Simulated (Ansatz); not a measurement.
## Atom list for Generalised stacking fault on (110) of a LiCl-LiBr solid solution (56 atoms)

Calculated values (Ansatz 0.2.0, Kohn-Sham DFT, LDA, PAW (set soft_2), plane waves; cutoff 420 eV, k-mesh 1×2×1, fermi-dirac smearing of 0.05 eV) for the geometry as built.

Cell vectors (Å):

```
7.448 0.000 0.000
0.000 5.266 0.000
2.793 0.000 26.267
```

Positions (Å):

```
1 Li 7.461 0.011 26.057
2 Br 5.585 0.007 1.861
3 Li 7.450 5.261 3.716
4 Cl 5.577 0.012 5.574
5 Li 7.454 0.005 7.434
6 Cl 5.579 0.003 9.297
7 Li 7.437 0.003 11.167
8 Cl 5.586 0.010 13.038
9 Li 7.462 0.002 14.885
10 Cl 5.594 0.005 16.746
11 Li 7.458 0.004 18.608
12 Cl 5.587 5.256 20.475
13 Li 7.443 5.265 22.329
14 Cl 5.584 0.005 24.172
15 Li 3.737 0.022 26.072
16 Br 1.869 0.023 1.856
17 Li 3.715 0.006 3.703
18 Cl 1.850 0.013 5.584
19 Li 3.718 0.005 7.440
20 Br 1.853 5.248 9.281
21 Li 3.714 0.011 11.160
22 Cl 1.874 5.257 13.021
23 Li 3.726 0.002 14.883
24 Cl 1.878 0.005 16.754
25 Li 3.733 5.263 18.610
26 Cl 9.310 5.262 20.460
27 Li 3.693 5.258 22.326
28 Cl 9.308 5.246 24.203
29 Li 1.883 2.661 1.852
30 Cl 7.469 2.631 3.704
31 Li 1.865 2.639 5.574
32 Cl 7.448 2.639 7.441
33 Li 1.852 2.622 9.292
34 Br 7.427 2.623 11.159
35 Li 1.876 2.625 13.011
36 Cl 7.445 2.616 14.881
37 Li 1.887 2.631 16.754
38 Cl 7.437 2.653 18.601
39 Li 9.310 2.635 20.471
40 Cl 7.455 2.632 22.343
41 Li 9.298 2.640 24.198
42 Cl 7.459 2.638 26.045
43 Li 5.594 2.648 1.860
44 Br 3.718 2.633 3.728
45 Li 5.585 2.626 5.565
46 Br 3.725 2.648 7.427
47 Li 5.595 2.628 9.304
48 Br 3.710 2.648 11.159
49 Li 5.591 2.624 13.034
50 Cl 3.715 2.627 14.901
51 Li 5.586 2.626 16.750
52 Br 3.723 2.631 18.610
53 Li 5.585 2.633 20.476
54 Br 3.707 2.641 22.327
55 Li 5.578 2.620 24.189
56 Br 3.718 2.654 26.066
```

**Question.** What force acts on each atom?

Columns: atom, fx, fy, fz (forces in eV/Å).

```
1 -0.264 -0.002 -0.933
2 0.467 -0.011 0.732
3 0.013 0.009 0.163
4 0.075 -0.009 0.015
5 -0.134 -0.001 -0.131
6 0.022 0.013 0.005
7 -0.114 -0.016 0.103
8 -0.004 -0.015 0.019
9 -0.014 0.003 0.013
10 0.022 -0.008 -0.013
11 -0.011 -0.008 -0.012
12 0.050 0.022 0.002
13 -0.010 -0.002 0.006
14 0.050 0.016 0.105
15 -0.304 -0.010 -0.973
16 0.462 -0.017 0.858
17 0.026 -0.003 0.171
18 -0.046 -0.014 -0.008
19 0.127 0.009 -0.124
20 -0.033 0.047 0.031
21 0.119 -0.004 0.109
22 -0.022 0.010 0.042
23 0.008 0.001 0.015
24 -0.048 -0.009 -0.028
25 0.004 0.002 -0.012
26 -0.061 0.016 0.021
27 0.017 0.018 0.004
28 -0.053 0.043 0.062
29 0.143 -0.010 0.771
30 -0.045 0.029 -0.034
31 -0.246 -0.003 0.019
32 -0.035 -0.012 -0.049
33 -0.112 -0.001 -0.117
34 0.011 0.014 0.044
35 -0.024 0.003 0.247
36 0.012 0.024 0.009
37 -0.139 -0.001 -0.129
38 0.023 -0.025 0.015
39 -0.244 0.002 -0.008
40 -0.023 -0.011 -0.025
41 -0.241 0.006 0.066
42 -0.214 -0.016 -0.454
43 0.143 -0.010 0.225
44 0.039 0.031 -0.103
45 0.239 0.000 0.027
46 0.040 -0.033 -0.014
47 0.091 0.002 -0.134
48 0.061 -0.027 0.057
49 -0.006 -0.002 0.233
50 0.012 0.013 -0.022
51 0.130 0.000 -0.117
52 0.012 -0.007 -0.013
53 0.235 0.004 -0.004
54 0.030 -0.037 0.008
55 0.219 0.006 0.057
56 -0.458 -0.020 -0.799
```

The cell is under 6 Å thick along one periodic direction, so every atom has periodic images of itself close by, which move with it and show among its neighbours and in g(r).

The r.m.s. force component is 0.194 eV/Å; the longest force, 1.02 eV/Å, acts on Li15.

[Logs are printed without paths, hosts, clocks, repeated set-up lines and the standing remarks that a program may print on its own settings, such as how far it seeks lower states.]

[Hosts, paths, dates, database ids (printed as entryN), source tags and the programs' standing remarks are cut or masked in the printed files.]
